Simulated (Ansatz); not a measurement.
# C(100)/TiO2(101) interface (120 atoms): geometry optimisation, part 2 of 3

Wanted: the relaxed structure of C(100)/TiO2(101) interface (120 atoms) and its electronic structure.

Ansatz 0.2.0; Kohn-Sham DFT, LDA, PAW (set soft_2), plane waves.

The cell: 72 C, 16 Ti and 32 O. The host structure and its lattice constant were typed by rule, without a check against the phase diagram. The main run has no spin polarisation.

So far. Step 2 (Single point at the start): Neighbours are counted within 1.85 Å (C-C), 1.73 Å (C-O), 2.64 Å (C-Ti), 2.64 Å (O-Ti).

## (3) Relaxation

The atoms are relaxed in the fixed cell, aiming at the force tolerance of the input.

input.yaml reads:

```yaml
crystal:
  lattice:
    - [10.2393, 0.0, 0.0]
    - [0.0, 7.57, 0.0]
    - [0.0, 0.0, 23.58071]
  atoms:
    [... the 120 atom lines of step 2 ...]
kpoints:
  mp_grid: { grid: [1, 2, 1] }
hamiltonian:
  xc: lda
scf:
  occupations: { method: fermi_dirac, width: 0.025 }
output:
  forces: true
relax:
  f_tol: 0.03
  max_steps: 70
```

Started as:

```bash
$ ansatz run input.yaml --threads 4 --pin off --max-ram 8192MiB --backend cpu --events-out ev --progress --plain --runs-dir out
```

Numbers of over 12 decimals in the logs are rounded to 6 here.

Log:

```text
[...]
Crystal: 120 atoms, lattice volume = 1827.776 Å³
Basis set: ecut = 420 eV, 35757 PW (Γ)
Bands: 456, of which v1, the nominal top of the filled ones, is band 336 counted from 1 (335 counted from 0)
Symmetry: 1 space group operations
[...]
k-points: 2
[...]
SCF iter   1: F=—  HF=-74439.006564 eV  |F-HF|=—  |Δ(HF+E_count)|=         —  Δρ=2.11e-2  dr2=4.47e1  ethr=1.77e-3  ⟨swp⟩=7.0  Hψ=3951  notcnv=0  defer=176
[...]
SCF iter  15: F=-74436.719756 eV  HF=-74436.719765 eV  |F-HF|=9.56e-6  |Δ(HF+E_count)|=   2.03e-6  Δρ=2.51e-5  dr2=1.65e-5  ethr=3.35e-9  ⟨swp⟩=4.0  Hψ=2587  notcnv=0
SCF 1 converged in 15 iterations: F = -74436.719756 eV  dr2 = 1.65e-5
[...]
relax step   1: F+E_penalty+E_count = -74436.71975560 eV  Δ(F+E_penalty+E_count) = +0.000e0 eV  max|allowed force component| = 4.773e0 eV/Å  Δτ_max = 0.0000 Å  (15 SCF iters, dr2 threshold 2.25e-5 eV, accepted)
[...]
relax step   2: F+E_penalty+E_count = -74448.06552243 eV  Δ(F+E_penalty+E_count) = -1.135e1 eV  max|allowed force component| = 3.233e0 eV/Å  Δτ_max = 0.2000 Å  (10 SCF iters, dr2 threshold 1.00e-4 eV, accepted)
[...]
relax step   3: F+E_penalty+E_count = -74453.70530112 eV  Δ(F+E_penalty+E_count) = -5.640e0 eV  max|allowed force component| = 2.949e0 eV/Å  Δτ_max = 0.2000 Å  (11 SCF iters, dr2 threshold 1.00e-4 eV, accepted)
relax step   4: F+E_penalty+E_count = -74457.63838229 eV  Δ(F+E_penalty+E_count) = -3.933e0 eV  max|allowed force component| = 1.062e0 eV/Å  Δτ_max = 0.1944 Å  (11 SCF iters, dr2 threshold 1.00e-4 eV, accepted)
relax step   5: F+E_penalty+E_count = -74461.20037155 eV  Δ(F+E_penalty+E_count) = -3.562e0 eV  max|allowed force component| = 2.279e0 eV/Å  Δτ_max = 0.2000 Å  (11 SCF iters, dr2 threshold 1.00e-4 eV, accepted)
relax step   6: F+E_penalty+E_count = -74465.43843186 eV  Δ(F+E_penalty+E_count) = -4.238e0 eV  max|allowed force component| = 3.442e0 eV/Å  Δτ_max = 0.1949 Å  (13 SCF iters, dr2 threshold 1.00e-4 eV, accepted)
relax step   7: F+E_penalty+E_count = -74470.97379292 eV  Δ(F+E_penalty+E_count) = -5.535e0 eV  max|allowed force component| = 3.501e0 eV/Å  Δτ_max = 0.1917 Å  (11 SCF iters, dr2 threshold 1.00e-4 eV, accepted)
relax step   8: F+E_penalty+E_count = -74470.44877875 eV  Δ(F+E_penalty+E_count) = +5.250e-1 eV  max|allowed force component| = 1.151e1 eV/Å  Δτ_max = 0.1949 Å  (10 SCF iters, dr2 threshold 1.00e-4 eV, rejected (line search))
relax step   9: F+E_penalty+E_count = -74472.21337866 eV  Δ(F+E_penalty+E_count) = -1.240e0 eV  max|allowed force component| = 1.811e0 eV/Å  Δτ_max = 0.0953 Å  (19 SCF iters, accepted)
relax step  10: F+E_penalty+E_count = -74472.59445022 eV  Δ(F+E_penalty+E_count) = -3.811e-1 eV  max|allowed force component| = 1.053e0 eV/Å  Δτ_max = 0.1000 Å  (10 SCF iters, dr2 threshold 1.00e-4 eV, accepted)
relax step  11: F+E_penalty+E_count = -74472.84117188 eV  Δ(F+E_penalty+E_count) = -2.467e-1 eV  max|allowed force component| = 1.386e0 eV/Å  Δτ_max = 0.1459 Å  (10 SCF iters, dr2 threshold 1.00e-4 eV, accepted)
relax step  12: F+E_penalty+E_count = -74473.16631866 eV  Δ(F+E_penalty+E_count) = -3.251e-1 eV  max|allowed force component| = 5.959e-1 eV/Å  Δτ_max = 0.2000 Å  (10 SCF iters, dr2 threshold 1.00e-4 eV, accepted)
relax step  13: F+E_penalty+E_count = -74472.96174512 eV  Δ(F+E_penalty+E_count) = +2.046e-1 eV  max|allowed force component| = 4.041e0 eV/Å  Δτ_max = 0.1599 Å  (10 SCF iters, dr2 threshold 6.57e-5 eV, rejected (line search))
relax step  14: F+E_penalty+E_count = -74473.26585122 eV  Δ(F+E_penalty+E_count) = -9.953e-2 eV  max|allowed force component| = 3.068e-1 eV/Å  Δτ_max = 0.0799 Å  (15 SCF iters, accepted)
relax step  15: F+E_penalty+E_count = -74473.35565993 eV  Δ(F+E_penalty+E_count) = -8.981e-2 eV  max|allowed force component| = 2.659e-1 eV/Å  Δτ_max = 0.0541 Å  (10 SCF iters, dr2 threshold 1.74e-5 eV, accepted)
relax step  16: F+E_penalty+E_count = -74473.37570802 eV  Δ(F+E_penalty+E_count) = -2.005e-2 eV  max|allowed force component| = 1.522e-1 eV/Å  Δτ_max = 0.0230 Å  (9 SCF iters, dr2 threshold 1.87e-5 eV, accepted)
relax step  17: F+E_penalty+E_count = -74473.35618204 eV  Δ(F+E_penalty+E_count) = +1.953e-2 eV  max|allowed force component| = 2.336e-1 eV/Å  Δτ_max = 0.0496 Å  (11 SCF iters, dr2 threshold 7.59e-6 eV, rejected (line search))
relax step  18: F+E_penalty+E_count = -74473.38982006 eV  Δ(F+E_penalty+E_count) = -1.411e-2 eV  max|allowed force component| = 5.624e-2 eV/Å  Δτ_max = 0.0236 Å  (14 SCF iters, accepted)
relax step  19: F+E_penalty+E_count = -74473.39275114 eV  Δ(F+E_penalty+E_count) = -2.931e-3 eV  max|allowed force component| = 4.541e-2 eV/Å  Δτ_max = 0.0172 Å  (13 SCF iters, accepted)
relax step  20: F+E_penalty+E_count = -74473.39385374 eV  Δ(F+E_penalty+E_count) = -1.103e-3 eV  max|allowed force component| = 3.518e-2 eV/Å  Δτ_max = 0.0076 Å  (13 SCF iters, accepted)
relax step  21: F+E_penalty+E_count = -74473.39454644 eV  Δ(F+E_penalty+E_count) = -6.927e-4 eV  max|allowed force component| = 3.787e-2 eV/Å  Δτ_max = 0.0083 Å  (13 SCF iters, accepted)
[...]
relax step  22: F+E_penalty+E_count = -74473.39507990 eV  Δ(F+E_penalty+E_count) = -5.335e-4 eV  max|allowed force component| = 2.792e-2 eV/Å  Δτ_max = 0.0048 Å  (11 SCF iters, accepted)
SCF converged after 11 iterations
Free energy (F): -74473.395080 eV
[...]
Internal energy: -74473.349980 eV  (E = F + TS)
E sigma→0 (E₀):  -74473.372530 eV
Entropy (-TS):   -0.045100 eV (-0.376 meV/atom)
Fermi energy:    3.180372 eV
[...]
--- Forces (eV/Å), atoms counted from 1 ---
  atom   1  C     -0.00299710    -0.01064891     0.00480202
  atom   2  C     -0.00109698     0.00207322    -0.00410279
  atom   3  C     -0.00139051     0.00627234    -0.00381138
  atom   4  C      0.00089532    -0.00045454     0.00207290
  atom   5  C     -0.00051607     0.00492390     0.00029696
  atom   6  C      0.00044020     0.00423636     0.00482718
  atom   7  C     -0.00203812     0.00878319     0.01559892
  atom   8  C     -0.00182468    -0.00065858     0.00019077
  atom   9  C     -0.00638075     0.00021436     0.00507235
  atom  10  C      0.00482078     0.00776784    -0.00636334
  atom  11  C     -0.00235951    -0.00475305     0.00326194
  atom  12  C      0.00245075    -0.02195700    -0.00279678
  atom  13  C     -0.00303605     0.00856006     0.00084417
  atom  14  C      0.00427314    -0.00649619    -0.00137057
[...]
atom 119  O     -0.00013615    -0.00976095     0.00528584
  atom 120  O     -0.00316489     0.00077497     0.01070937
  max |Σ_I F_I| component: 1.80e-3 eV/Å
--- Relaxed structure (22 steps of the walk, 19 accepted, 0 SCFs on fresh bases) ---
  F+E_penalty+E_count = -74473.39507990 eV   max|allowed force component| = 2.792e-2 eV/Å
  atoms:
    - { symbol: C, position: [0.720677, 0.735350, 0.269160] }
    - { symbol: C, position: [0.596514, 0.330983, 0.285701] }
    - { symbol: C, position: [0.594419, 0.499169, 0.326571] }
    - { symbol: C, position: [0.722411, 0.493188, 0.362028] }
[...]
- { symbol: O, position: [0.218794, 0.447695, 0.638532] }
```

Wall time 19 min (4 threads of Arm Neoverse V2, shared host); peak memory 4.6 GiB; 72 min of CPU time.

Step by step:

```csv
step,energy less that of the first step (eV),largest force component (eV/Å)
1,0.0000,4.7732
2,-11.3458,3.2328
3,-16.9855,2.9486
4,-20.9186,1.0619
5,-24.4806,2.2793
6,-28.7187,3.4425
7,-34.2540,3.5012
8,-33.7290,11.5093
9,-35.4936,1.8108
10,-35.8747,1.0527
11,-36.1214,1.3858
12,-36.4466,0.5959
13,-36.2420,4.0413
14,-36.5461,0.3068
15,-36.6359,0.2659
16,-36.6560,0.1522
17,-36.6364,0.2336
18,-36.6701,0.0562
19,-36.6730,0.0454
20,-36.6741,0.0352
21,-36.6748,0.0379
22,-36.6753,0.0279
```

Relaxation steps 8, 13, 17 were tried and not accepted.

The atoms that moved most (Å):

```csv
atom,dx,dy,dz,length
C31,-0.303,-0.640,0.367,0.798
C13,-0.290,-0.633,0.382,0.794
C6,-0.308,-0.729,-0.059,0.794
C67,-0.302,-0.617,0.369,0.780
C49,-0.274,-0.631,0.337,0.766
C37,-0.310,0.556,0.323,0.714
C54,-0.338,0.620,-0.042,0.708
C55,-0.282,0.519,0.371,0.698
```

The relaxation changed the energy by -306 meV/atom, and atoms moved by 0.47 Å r.m.s., 0.80 Å at most.

## (4) Distances and neighbours after relaxation

Bonds before and after, by the cutoffs listed below:

```csv
pair,bonds before,bonds after,mean before (Å),mean after (Å),spread before (Å),spread after (Å)
C-C,120,128,1.551,1.540,0.030,0.070
C-O,3,6,1.514,1.448,0.111,0.060
C-Ti,7,6,2.475,2.172,0.088,0.044
O-Ti,88,88,1.951,1.953,0.036,0.113
```

Normalised to the volume that the atoms fill. Pair distribution functions g(r), in bins of 0.2 Å:

```csv
r (Å),total,C-C,C-O,C-Ti,O-O,O-Ti,Ti-Ti
1.30,0.18,0.34,0.19,0.00,0.00,0.00,0.00
1.50,2.75,7.33,0.32,0.00,0.00,0.00,0.00
1.70,0.42,0.97,0.00,0.00,0.00,1.02,0.00
1.90,1.03,0.00,0.00,0.00,0.00,14.53,0.00
2.10,0.25,0.00,0.00,0.31,0.00,2.86,0.00
2.30,0.71,1.72,0.13,0.14,0.00,0.31,0.00
2.50,2.42,5.65,0.35,0.00,3.73,0.14,0.00
2.70,0.94,1.90,0.21,0.00,2.58,0.00,0.00
2.90,1.35,2.40,0.27,0.00,4.46,0.00,4.53
3.10,1.10,1.92,0.35,0.45,1.94,0.00,5.12
3.30,0.34,0.51,0.15,0.33,0.68,0.00,0.31
3.50,0.56,1.08,0.25,0.18,0.65,0.26,0.25
3.70,1.14,1.60,0.40,0.39,2.50,1.74,3.91
3.90,1.25,2.12,0.35,0.40,0.93,3.00,1.29
4.10,0.69,0.79,0.29,0.34,0.68,2.88,0.00
4.30,1.19,1.96,0.28,0.35,0.39,4.39,0.00
4.50,1.10,2.10,0.33,0.42,0.87,1.35,0.64
4.70,0.97,1.69,0.44,0.33,1.01,0.88,2.01
4.90,0.76,1.11,0.37,0.21,1.82,0.55,2.40
5.10,0.75,1.29,0.43,0.52,0.62,0.09,0.75
5.30,1.02,1.42,0.59,0.28,2.41,0.62,3.20
5.50,0.92,0.83,0.61,0.50,2.90,1.01,3.66
5.70,0.87,1.44,0.41,0.43,0.60,1.59,0.00
5.90,0.75,1.10,0.39,0.63,0.81,0.97,0.18
6.10,0.71,0.74,0.55,0.48,1.37,1.02,1.54
6.30,0.57,0.78,0.48,0.41,0.45,0.47,0.00
6.50,0.87,1.23,0.53,0.56,0.92,1.42,0.00
6.70,0.97,1.37,0.48,0.72,0.70,2.15,0.00
```

Bonds by pair of elements; cutoffs follow the first minimum of g(r), held within bounds set by covalent radii, and pairs that aren't listed don't count as bonded:

```csv
pair A-B,cutoff (Å),bonds,mean length (Å),spread (Å),shortest (Å),B about A,A about B
C-C,1.85,128,1.54,0.07,1.37,3.56,3.56
C-O,1.73,6,1.45,0.06,1.36,0.083,0.188
C-Ti,2.64,6,2.17,0.044,2.13,0.083,0.375
O-Ti,2.64,88,1.95,0.113,1.76,2.75,5.5
```

How many atoms have how many bonded neighbours:

```csv
element,mean,2,3,4,5,6,7
C,3.72,4,12,56,0,0,0
O,2.94,4,26,2,0,0,0
Ti,5.88,0,0,0,4,10,2
```

Bond angles (no mean is given where the spread exceeds 20°):

```csv
angle,count,mean (°),spread (°)
C-C-C,344,109,7.1
O-Ti-O,200,-,-
Ti-O-Ti,80,-,-
C-Ti-O,30,-,-
C-C-Ti,16,-,-
```

Bond length by coordination (bonds to H left out):

```csv
element,coordination,atoms,mean bond length (Å)
C,2,4,1.45
C,3,12,1.50
C,4,56,1.56
O,2,4,1.82
O,3,26,1.93
O,4,2,1.9
Ti,5,4,1.91
Ti,6,10,1.96
Ti,7,2,2.09
```

With the cutoffs above, 78 % of C atoms have 4, 81 % of O atoms have 3 and 62 % of Ti atoms have 6 bonded neighbours. The C-C-C angle averages 109° with a spread of 7°.

(Part 2 of 3 ends here.)

[Logs are printed without paths, hosts, clocks, repeated set-up lines and the standing remarks that a program may print on its own settings, such as how far it seeks lower states.]

[Hosts, paths, dates, database ids (printed as entryN), source tags and the programs' standing remarks are cut or masked in the printed files.]
